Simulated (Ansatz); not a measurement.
## Bands, cutoff and cost in G0W0 for Cs2PbI2Cl2 (I4/mmm)

Aim: see how the G0W0 gap of Cs2PbI2Cl2 (I4/mmm) on PBE moves with empty bands and screening cutoff, and what each rung costs.

Calculated with Ansatz 0.2.0; G0W0 on PBE, plane waves, PAW; PAW set soft_1.

## Step 1: The structure

Symmetry: I4/mmm, No. 139, tetragonal system. The conventional cell has a = 5.768 Å, b = 5.768 Å, c = 19.486 Å, α = 90.00°, β = 90.00°, γ = 90.00°. Nearest to Cs lie 4 Cl at 3.86 Å and 5 I at 3.94 to 4.13 Å. Nearest to Pb lie 4 Cl at 2.88 Å and 2 I at 3.24 Å. Nearest to I lie 1 Pb at 3.24 Å and 5 Cs at 3.94 to 4.13 Å. Nearest to Cl lie 2 Pb at 2.88 Å and 4 Cs at 3.86 Å. Farther neighbours and most contacts between anions are not listed.

The cell and positions are those that the Materials Project relaxed with its own functionals (PBE, PBE+U or r2SCAN), kept fixed. Spin-orbit coupling is left out unless a step names it.

## Step 2: 179 empty bands, screening to 39 eV

Now the one-shot GW correction: screening in the RPA, then the self-energy of the levels asked for. This step takes PAW set soft_1 files.

Contents of input.yaml:

```yaml
crystal:
  lattice:
    - [-2.8838975, 2.8838975, 9.7428095]
    - [2.8838975, -2.8838975, 9.7428095]
    - [2.8838975, 2.8838975, -9.7428095]
  atoms:
    - { symbol: Cs, position: [0.368645, 0.368645, 0.0] }
    - { symbol: Cs, position: [0.631355, 0.631355, 0.0] }
    - { symbol: Pb, position: [0.0, 0.0, 0.0] }
    - { symbol: I, position: [0.166328, 0.166328, 0.0] }
    - { symbol: I, position: [0.833672, 0.833672, 0.0] }
    - { symbol: Cl, position: [0.5, 0.0, 0.5] }
    - { symbol: Cl, position: [0.0, 0.5, 0.5] }
kpoints:
  mp_grid: { grid: [4, 4, 4] }
hamiltonian:
  xc: pbe
  pseudopotentials: { kind: paw, azcp: { folder: soft_1 } }
scf:
  occupations: { method: fixed }
gw:
  n_empty_bands: 179
  ecut_chi: 39
  qp_bands: [v2, c2]
  qp_kpoints: band_edges
  screening: { model: contour_deformation }
```

On the command line:

```bash
$ ansatz run input.yaml --threads 2 --pin off --max-ram 92160MiB --backend cuda --events-out ev --progress --plain --runs-dir out --devices 1 --max-vram 13GiB
```

Numbers of over 12 decimals in the logs are rounded to 6 here.

The log of the run:

```text
GPUs: using 1 of 1 available (devices: 1).
Engine: ansatz 0.2.0, x86_64-unknown-linux-gnu
Pseudopotentials: kind: paw
Pseudopotential: Cs, paw, valence charge 9, recommended cutoff 420 eV (normal), soft_1/Cs.paw.azcp
Pseudopotential: Pb, paw, valence charge 14, recommended cutoff 420 eV (normal), soft_1/Pb.paw.azcp
Pseudopotential: I, paw, valence charge 17, recommended cutoff 420 eV (normal), soft_1/I.paw.azcp
Pseudopotential: Cl, paw, valence charge 7, recommended cutoff 420 eV (normal), soft_1/Cl.paw.azcp
Functional definition: PBE
  parameter kappa = 0.804
  parameter beta = 0.066725
  exchange = pbe_x(kappa = kappa, mu = beta*pi^2/3)
  correlation = pbe_c(beta = beta)
device memory: the entry about to start is reckoned to put 3.7 GiB on a device that reports 42.0 GiB free (of which the cap on the GPU budget leaves the run 13.0 GiB)
GPU FFT provider: cuFFT
GPU libraries: cuBLAS 13.8.2, cuFFT 12.4.0, cuSOLVER 12.3.4
Crystal: 7 atoms, lattice volume = 324.119 Å³
Basis set: ecut = 420 eV, 6401 PW (Γ)
Bands: 48, of which v1, the nominal top of the filled ones, is band 40 counted from 1 (39 counted from 0)
Symmetry: 16 space group operations
Space group: I4/mmm (ITA 139), of the structure as read, at distance tolerance 6.9e-5 Å
k-points: 13 of 64
Non-local potential: Cs, projectors of the file, l = 0: 3, l = 1: 2, l = 2: 2, l = 3: 2
Non-local potential: Pb, projectors of the file, l = 0: 2, l = 1: 2, l = 2: 2, l = 3: 1
Non-local potential: I, projectors of the file, l = 0: 2, l = 1: 2, l = 2: 2, l = 3: 1
Non-local potential: Cl, projectors of the file, l = 0: 2, l = 1: 2, l = 2: 1
PAW form: soft (Blöchl's): semilocal exchange-correlation on the pseudo side does not see the compensation charge
PAW one-centre angular grid: Cs, 194 points (default); XC on 64 Gauss nodes
PAW one-centre angular grid: Pb, 590 points (default); XC on 64 Gauss nodes
PAW one-centre angular grid: I, 590 points (default); XC on 64 Gauss nodes
PAW one-centre angular grid: Cl, 110 points (default); XC on 64 Gauss nodes
Initial density: superposition of atomic densities (chi_scale 0.1, normalization cell, long waves kept (reshape's long-wave potential 0.20 eV rms))
Initial wavefunctions: pseudopotential atomic-orbital guess
GPU buffer pool allocated for 373248 grid points (all kernels)
GPU transforms: local potential and band sums: pruned to the plane-wave sphere, on 72×72×72
Functional: x = pbe(κ = 0.804, μ = 0.219515), c = pbe(β = 0.066725)
SCF iter   1: F=—  HF=-40449.153262 eV  |F-HF|=—  |Δ(HF+E_count)|=         —  Δρ=2.63e-2  dr2=8.65e0  ethr=3.10e-3  ⟨swp⟩=6.6  Hψ=2253  notcnv=0  defer=66
preconditioner: auto → Resta (q_TF=auto, 2.161 Å⁻¹)  ε∞=2.9  [insulator: Δε(μ)=1.119 eV  Ē_g=11.345 eV  n_scr=50 (ndim 8)  ℏωp=15.4 eV  f_vac=0.073  ε∞_Penn≈2.9]
SCF iter   2: F=—  HF=-40446.541688 eV  |F-HF|=—  |Δ(HF+E_count)|=    2.61e0  Δρ=1.10e-2  dr2=1.69e0  ethr=3.10e-3  ⟨swp⟩=4.6  Hψ=1171  notcnv=0  defer=62
SCF iter   3: F=—  HF=-40445.849473 eV  |F-HF|=—  |Δ(HF+E_count)|=   6.92e-1  Δρ=3.70e-3  dr2=1.40e-1  ethr=2.11e-3  ⟨swp⟩=4.4  Hψ=1097  notcnv=0  defer=69
SCF iter   4: F=—  HF=-40445.809092 eV  |F-HF|=—  |Δ(HF+E_count)|=   4.04e-2  Δρ=1.55e-3  dr2=1.06e-2  ethr=1.75e-4  ⟨swp⟩=4.2  Hψ=1097  notcnv=0  defer=76
SCF iter   5: F=—  HF=-40445.811647 eV  |F-HF|=—  |Δ(HF+E_count)|=   2.55e-3  Δρ=4.80e-4  dr2=1.33e-3  ethr=1.32e-5  ⟨swp⟩=3.8  Hψ=1175  notcnv=0  defer=78
SCF iter   6: F=—  HF=-40445.811802 eV  |F-HF|=—  |Δ(HF+E_count)|=   1.55e-4  Δρ=1.41e-4  dr2=9.71e-5  ethr=1.67e-6  ⟨swp⟩=2.5  Hψ=1140  notcnv=0  defer=78
SCF iter   7: F=—  HF=-40445.811945 eV  |F-HF|=—  |Δ(HF+E_count)|=   1.42e-4  Δρ=3.10e-5  dr2=7.05e-6  ethr=1.21e-7  ⟨swp⟩=2.0  Hψ=905  notcnv=0  defer=78
SCF iter   8: F=—  HF=-40445.811958 eV  |F-HF|=—  |Δ(HF+E_count)|=   1.33e-5  Δρ=1.05e-5  dr2=6.47e-7  ethr=8.81e-9  ⟨swp⟩=2.0  Hψ=887  notcnv=0  defer=78
SCF iter   9: F=-40445.811960 eV  HF=-40445.811960 eV  |F-HF|=3.03e-8  |Δ(HF+E_count)|=   2.12e-6  Δρ=2.89e-6  dr2=2.45e-8  ethr=1.25e-10  ⟨swp⟩=20.2  Hψ=3829  notcnv=0
SCF 1 converged in 9 iterations: F = -40445.811960 eV  dr2 = 2.45e-8
  greatest PAW one-centre occupation: 0.999 electrons in one spin orbital (limit 2), on the I atom at site 4 (counted from 0), in its partial waves of l = 2
device memory: the entry about to start is reckoned to put 4.3 GiB (of the 4.4 GiB reckoned in all, the device holds 0.1 GiB already) on a device that reports 41.8 GiB free (of which the cap on the GPU budget leaves the run 12.9 GiB)
NSCF: frozen V_eff on 13 k-points
the band table was solved once the SCF had ended and its energy, with any forces and stress, was formed, with the checks that follow a solve (2992 applications of the Hamiltonian). They found nothing against the state; the energy, forces and stress were not computed again (output.eigenvalues in the input reference)
device memory: the entry about to start is reckoned to put 3.3 GiB on a device that reports 41.9 GiB free (of which the cap on the GPU budget leaves the run 13.0 GiB)
NSCF: frozen V_eff on 13 k-points
G₀W₀ screening: q 1/13
[... further progress lines ...]
device memory: the entry about to start is reckoned to put 1.4 GiB on a device that reports 46.0 GiB free (of which the cap on the GPU budget leaves the run 13.0 GiB)
NSCF: frozen V_eff on 1 k-points
device memory: the entry about to start is reckoned to put 1.4 GiB on a device that reports 46.0 GiB free (of which the cap on the GPU budget leaves the run 13.0 GiB)
NSCF: frozen V_eff on 1 k-points
SCF converged after 9 iterations
Free energy (F): -40445.811960 eV
Harris-Foulkes:  -40445.811960 eV  (|F-HF|=3.03e-8)
Internal energy: -40445.811960 eV  (E = F + TS)
E sigma→0 (E₀):  -40445.811960 eV
Fermi energy:    2.854174 eV
--- Per-component energies (eV) ---
  E_band       = -1114.722337
  E_kinetic    = 1201.499939
  E_local      = -7939.378896  (includes V_loc(G=0)·N_el)
  E_nonlocal   = 644.627928
  E_hartree    = 3395.762724
  E_xc         = -997.356998
  E_vxc        = -869.861116  (∫ρ·V_xc dr)
  E_paw        = -31397.255826  (= ΣΔE_a)
  E_vpaw       = -943.134746  (= ΣTr[D̂ρ^β])
  E_aug_tail   = -0.004810  (compensation charges beyond the density's cutoff)
  E_ewald      = -5353.706020
  E_smearing   = -0.000000  (= −TS)
  E_closure    = -0.000000  (closes the sum)
  Σ components = -40445.811960   (vs F -40445.811960, Δ=0.00e0)
--- Band table (eV; the first three rows and the last of 13) ---
  k-point 0: bands = [... 36 lower, 2.1634, 2.1895, 2.3731, 2.3731, 6.8386, 7.1129, 7.8394, 7.9635, ... 4 higher]
  k-point 1: bands = [... 36 lower, 2.1058, 2.1359, 2.2987, 2.4417, 6.7491, 6.9977, 7.0182, 7.8449, ... 4 higher]
  k-point 2: bands = [... 36 lower, 2.0495, 2.2012, 2.3478, 2.8542, 5.3705, 5.4700, 6.3578, 8.4959, ... 4 higher]
  k-point 12: bands = [... 36 lower, 2.1961, 2.3358, 2.3358, 2.4701, 6.6481, 7.4735, 7.5612, 7.6404, ... 4 higher]
--- G₀W₀: contour deformation, 6 samples at zero and on the imaginary axis and 2 off it, 64 q-points, 179 empty bands' worth ---
  eigenvalues of the whole cell's RPA ε∞ on this k-mesh (on a slab, of 1 + 4πα/V) = 3.3771, 3.3817, 3.3817; static W/v taken at q = 0 is 0.295747
  gw.qp_kpoints: band_edges: 13 of 13 stored k-points solved, in 1 pass; an edge of the gap read off the rows below is read off those points alone
    ik  band        ε_KS         Σx   Σc(E_QP)       V_xc       Z   E_QP_lin       E_QP  E_QP is
     0    39      2.3731   -17.0045     2.3752   -13.7821  0.7719     1.5087     1.5260  root
     0    40      2.3731   -17.0045     2.3752   -13.7821  0.7719     1.5087     1.5260  root
     0    41      6.8386    -3.8869    -2.9371    -7.3260  0.8346     7.3441     7.3405  root
     0    42      7.1129    -8.7090    -2.8631   -12.6928  0.7976     8.2583     8.2336  root
     1    39      2.2987   -16.8746     2.3762   -13.6349  0.7714     1.4172     1.4354  root
     1    40      2.4417   -16.8883     1.9562   -14.2809  0.7815     1.7822     1.7905  root
     1    41      6.7491    -8.6511    -2.7680   -12.4974  0.8019     7.8480     7.8273  root
     1    42      6.9977    -8.4299    -3.0689   -12.5407  0.7947     8.0636     8.0394  root
     2    39      2.3478   -17.0964     2.4042   -13.8355  0.7721     1.4738     1.4913  root
     2    40      2.8542   -18.2506     1.7160   -16.1532  0.7898     2.4706     2.4728  root
     2    41      5.3705    -7.6310    -2.8388   -11.3786  0.8116     6.2919     6.2793  root
     2    42      5.4700    -8.0079    -2.8446   -11.8014  0.8093     6.4330     6.4189  root
     3    39      2.2811   -16.8031     2.3849   -13.5506  0.7705     1.3950     1.4136  root
     3    40      2.3828   -16.8010     2.0293   -14.0762  0.7795     1.6774     1.6873  root
     3    41      6.8379    -8.2399    -2.8013   -12.0805  0.8039     7.8962     7.8770  root
     3    42      7.2393    -8.9732    -3.1434   -13.2213  0.7881     8.3743     8.3440  root
     4    39      2.2520   -16.9106     2.4130   -13.6246  0.7705     1.3604     1.3791  root
     4    40      2.6197   -17.3978     1.8250   -15.0389  0.7858     2.0809     2.0858  root
     4    41      5.6505    -8.1984    -2.8508   -12.0241  0.8074     6.6408     6.6254  root
     4    42      6.4947    -8.2442    -2.7189   -11.9740  0.8064     7.5225     7.5057  root
     5    39      2.1695   -16.6166     2.4083   -13.3173  0.7686     1.2582     1.2784  root
     5    40      2.5594   -17.2807     1.9031   -14.7923  0.7839     1.9680     1.9742  root
     5    41      5.8892    -8.5380    -2.8775   -12.4412  0.8042     6.9328     6.9149  root
     5    42      6.6477    -8.3472    -2.7553   -12.1410  0.8046     7.7047     7.6862  root
[...]
11    39      2.3441   -17.0251     2.3933   -13.7725  0.7719     1.4672     1.4850  root
    11    40      2.4901   -16.8366     1.8863   -14.3271  0.7830     1.8596     1.8669  root
    11    41      6.4937    -7.8444    -2.7362   -11.5399  0.8087     7.4678     7.4529  root
    11    42      6.8918    -8.4649    -3.0506   -12.5663  0.7939     7.9672     7.9425  root
    12    39      2.3358   -16.8858     2.3683   -13.6524  0.7718     1.4527     1.4708  root
    12    40      2.4701   -16.8726     1.9441   -14.2843  0.7817     1.8180     1.8260  root
    12    41      6.6481    -7.4766    -2.7615   -11.1248  0.8110     7.5477     7.5348  root
    12    42      7.4735    -3.1247    -2.8316    -6.5408  0.8345     8.0631     8.0580  root
```

Run time: 43 s. Hardware: 1 × NVIDIA H100 80GB HBM3 (shared by 6 runs) with 2 threads of AMD EPYC 7R13 (Zen 3), shared host; peak memory 1.6 GiB.

The column dr2 measures how far the density is from self-consistency, as an energy; F and HF (Harris–Foulkes) agree once it is small.

This step gave:

| Quantity | Value |
| --- | --- |
| bands summed | 219 |
| RPA ε∞ on this mesh (eigenvalues) | 3.377, 3.382, 3.382 |
| plane waves in the screening matrix | 173 |
| q-points in the mesh | 64 |
| G0W0 gap on the mesh | 3.806 eV |
| k of the valence top | 0, 0, -0.5 |
| k of the conduction bottom | 0, 0, -0.5 |
| starting gap on the mesh | 2.516 eV |
| Z at the valence top | 0.7898 |
| Z at the conduction bottom | 0.8116 |
| least direct G0W0 gap on the computed points | 3.806 eV |

The gap on the mesh goes from 2.52 eV to 3.81 eV, a correction of +1.29 eV. Between the two edge states, bare exchange in place of the xc potential would open the gap by 5.85 eV, and correlation takes back 4.55 eV.

## Step 3: 507 empty bands, screening to 78 eV

Bands and screening cutoff are moved together, since each hides the error of the other.

input.yaml: that of step 2 with these lines changed.

```diff
@@ -21,4 +21,4 @@
 gw:
-  n_empty_bands: 179
-  ecut_chi: 39
+  n_empty_bands: 507
+  ecut_chi: 78
   qp_bands: [v2, c2]
```

The log of the run:

```text
GPUs: using 1 of 1 available (devices: 1).
[...]
GPU FFT provider: cuFFT
GPU libraries: cuBLAS 13.8.2, cuFFT 12.4.0, cuSOLVER 12.3.4
Crystal: 7 atoms, lattice volume = 324.119 Å³
Basis set: ecut = 420 eV, 6401 PW (Γ)
Bands: 48, of which v1, the nominal top of the filled ones, is band 40 counted from 1 (39 counted from 0)
[... 1 set-up line as in the run before ...]
[...]
k-points: 13 of 64
[...]
GPU buffer pool allocated for 373248 grid points (all kernels)
[...]
SCF iter   1: F=—  HF=-40449.153262 eV  |F-HF|=—  |Δ(HF+E_count)|=         —  Δρ=2.63e-2  dr2=8.65e0  ethr=3.10e-3  ⟨swp⟩=6.6  Hψ=2253  notcnv=0  defer=66
[...]
SCF iter   9: F=-40445.811960 eV  HF=-40445.811960 eV  |F-HF|=3.03e-8  |Δ(HF+E_count)|=   2.12e-6  Δρ=2.89e-6  dr2=2.45e-8  ethr=1.25e-10  ⟨swp⟩=20.2  Hψ=3829  notcnv=0
SCF 1 converged in 9 iterations: F = -40445.811960 eV  dr2 = 2.45e-8
[...]
NSCF: frozen V_eff on 13 k-points
[...]
G₀W₀ screening: q 1/13
[... further progress lines ...]
[...]
SCF converged after 9 iterations
Free energy (F): -40445.811960 eV
[...]
Internal energy: -40445.811960 eV  (E = F + TS)
E sigma→0 (E₀):  -40445.811960 eV
Fermi energy:    2.854174 eV
[...]
--- Band table (eV; the first three rows and the last of 13) ---
  k-point 0: bands = [... 36 lower, 2.1634, 2.1895, 2.3731, 2.3731, 6.8386, 7.1129, 7.8394, 7.9635, ... 4 higher]
  k-point 1: bands = [... 36 lower, 2.1058, 2.1359, 2.2987, 2.4417, 6.7491, 6.9977, 7.0182, 7.8449, ... 4 higher]
  k-point 2: bands = [... 36 lower, 2.0495, 2.2012, 2.3478, 2.8542, 5.3705, 5.4700, 6.3578, 8.4959, ... 4 higher]
  k-point 12: bands = [... 36 lower, 2.1961, 2.3358, 2.3358, 2.4701, 6.6481, 7.4735, 7.5612, 7.6404, ... 4 higher]
[...]
bands read: the sum over 547 bands ends inside a degenerate multiplet in 2 slots, whose members it reads at an even weight; the widest, k=8: bands 547 to 548 (counted from 1) at 1/2 each
[...]
0    39      2.3731   -17.0045     2.0388   -13.7821  0.7665     1.1537     1.1895  root
     0    40      2.3731   -17.0045     2.0388   -13.7821  0.7665     1.1537     1.1895  root
     0    41      6.8386    -3.8869    -3.0555    -7.3260  0.8343     7.2242     7.2221  root
     0    42      7.1129    -8.7090    -3.2098   -12.6928  0.7938     7.8975     7.8867  root
     1    39      2.2987   -16.8746     2.0472   -13.6349  0.7661     1.0697     1.1063  root
     1    40      2.4417   -16.8883     1.5963   -14.2809  0.7749     1.4091     1.4306  root
     1    41      6.7491    -8.6511    -3.1077   -12.4974  0.7982     7.4965     7.4877  root
     1    42      6.9977    -8.4299    -3.3770   -12.5407  0.7906     7.7424     7.7314  root
[...]
12    39      2.3358   -16.8858     2.0352   -13.6524  0.7665     1.1008     1.1376  root
    12    40      2.4701   -16.8726     1.5816   -14.2843  0.7749     1.4423     1.4634  root
    12    41      6.6481    -7.4766    -3.0296   -11.1248  0.8084     7.2726     7.2668  root
    12    42      7.4735    -3.1247    -2.9807    -6.5408  0.8332     7.9116     7.9089  root
```

Run time: 77 s. Hardware: 1 × NVIDIA H100 80GB HBM3 (shared by 6 runs) with 2 threads; peak memory 2.6 GiB; 2 min of CPU time.

Numbers from this step:

```yaml
bands_summed: 547
rpa_eps_infinity_on_this_mesh_eigenvalues: 3.360, 3.361, 3.361
plane_waves_in_the_screening_matrix: 503
q_points_in_the_mesh: 64
g0w0_gap_on_the_mesh: 3.932 eV
k_of_the_valence_top: 0, 0, -0.5
k_of_the_conduction_bottom: 0, 0, -0.5
starting_gap_on_the_mesh: 2.516 eV
z_at_the_valence_top: 0.7821
z_at_the_conduction_bottom: 0.8085
least_direct_g0w0_gap_on_the_computed_points: 3.932 eV
```

Against the run with 4×4×4 mesh, 179 empty bands, screening to 39 eV, PAW set soft_1 files, the gap moves by +0.13 eV.

## Step 4: 1090 empty bands, screening to 130 eV

input.yaml: that of step 3 with these lines changed.

```diff
@@ -21,4 +21,4 @@
 gw:
-  n_empty_bands: 507
-  ecut_chi: 78
+  n_empty_bands: 1090
+  ecut_chi: 130.0
   qp_bands: [v2, c2]
```

The log of the run:

```text
GPUs: using 1 of 1 available (devices: 1).
[...]
GPU FFT provider: cuFFT
GPU libraries: cuBLAS 13.8.2, cuFFT 12.4.0, cuSOLVER 12.3.4
Crystal: 7 atoms, lattice volume = 324.119 Å³
Basis set: ecut = 420 eV, 6401 PW (Γ)
Bands: 48, of which v1, the nominal top of the filled ones, is band 40 counted from 1 (39 counted from 0)
[... 1 set-up line as in the run before ...]
[...]
k-points: 13 of 64
[...]
1    42      6.9977    -8.4299    -3.5564   -12.5407  0.7889     7.5580     7.5521  root
[...]
12    39      2.3358   -16.8858     1.8411   -13.6524  0.7651     0.8916     0.9435  root
    12    40      2.4701   -16.8726     1.3644   -14.2843  0.7733     1.2134     1.2462  root
    12    41      6.6481    -7.4766    -3.1935   -11.1248  0.8073     7.1059     7.1029  root
    12    42      7.4735    -3.1247    -3.0378    -6.5408  0.8328     7.8538     7.8517  root
[key lines of the parts left out:]
SCF converged after 9 iterations
Free energy (F): -40445.811960 eV
Fermi energy:    2.854174 eV
```

Run time: 2.6 min. Hardware: 1 × NVIDIA H100 80GB HBM3 (shared by 6 runs) with 2 threads; peak memory 5.4 GiB.

Numbers from this step:

| Property | Result |
| --- | --- |
| bands summed | 1130 |
| RPA ε∞ on this mesh (eigenvalues) | 3.354, 3.354, 3.358 |
| plane waves in the screening matrix | 1087 |
| G0W0 gap on the mesh | 4.046 eV |
| k of the valence top | 0, 0, -0.5 |
| k of the conduction bottom | 0, 0, -0.5 |
| starting gap on the mesh | 2.516 eV |
| least direct G0W0 gap on the computed points | 4.046 eV |

Against the run with 4×4×4 mesh, 507 empty bands, screening to 78 eV, PAW set soft_1 files, the gap moves by +0.11 eV.

## Step 5: Side by side

Times are wall times on 1 × NVIDIA H100 80GB HBM3 (shared by 6 runs) with 2 threads of AMD EPYC 7R13 (Zen 3), shared host, good to a factor of about two.

```
 mesh           files            frequency  bands summed  cutoff (eV)  start (eV)  G0W0 (eV)     time  host memory (GiB)
4×4×4  PAW set soft_1  contour deformation           219           39       2.516      3.806     43 s                1.6
4×4×4  PAW set soft_1  contour deformation           547           78       2.516      3.932     77 s                2.6
4×4×4  PAW set soft_1  contour deformation          1130          130       2.516      4.046  2.6 min                5.4
```

The parts of the quasiparticle energy at the two band edges (eV; QP = start + Σx + Σc − Vxc):

```
       run               edge  start      Σx     Σc     Vxc     Z    QP
 219 bands        valence top   2.85  -18.25   1.72  -16.15  0.79  2.47
 219 bands  conduction bottom   5.37   -7.63  -2.84  -11.38  0.81  6.28
 547 bands        valence top   2.85  -18.25   1.31  -16.15  0.78  2.07
 547 bands  conduction bottom   5.37   -7.63  -3.12  -11.38  0.81  6.00
1130 bands        valence top   2.85  -18.25   1.04  -16.15  0.78  1.80
1130 bands  conduction bottom   5.37   -7.63  -3.27  -11.38  0.81  5.85
```

## Step 6: Summary of results

```
219 bands, 39 eV                    : 3.806 eV
547 bands, 78 eV                    : 3.932 eV
1130 bands, 130 eV                  : 4.046 eV
estimated limit in bands and cutoff : 4.15 eV
mesh and start                      : 4×4×4, PBE
```

**Reading.** A line in one over the bands through the two highest rungs gives 4.15 eV, +0.11 eV from the top rung; the pair below gives 4.02 eV, so the estimate is still climbing. The rungs stand 0.35 eV (219 bands), 0.22 eV (547 bands) and 0.11 eV (1130 bands) from it. From 219 to 1130 bands the gap moves by +0.24 eV while the time grows 3.7-fold. Σc changes by −0.67 eV at the valence top and −0.43 eV at the conduction bottom, so the levels themselves move more than the gap between them. Where an edge is built on 6p states of lead, bismuth or thallium, scalar-relativistic gaps usually stand too wide, by a few tenths to over one eV. The many-body steps are scalar-relativistic: spin-orbit coupling is not in them.

[Paths, hosts, dates, memory and timing lines, banners, echoed tables and standing remarks are left out of the program output.]

[Logs are printed without paths, hosts, clocks, repeated set-up lines and the standing remarks that a program may print on its own settings, such as how far it seeks lower states.]

[Runs of the session that timed out or met a known fault of the program may be left out.]

[Cells called generated may have been cut or substituted from an entry of the Crystallography Open Database or the Materials Project.]

[Hosts, paths, dates, database ids (printed as entryN), source tags and the programs' standing remarks are cut or masked in the printed files.]
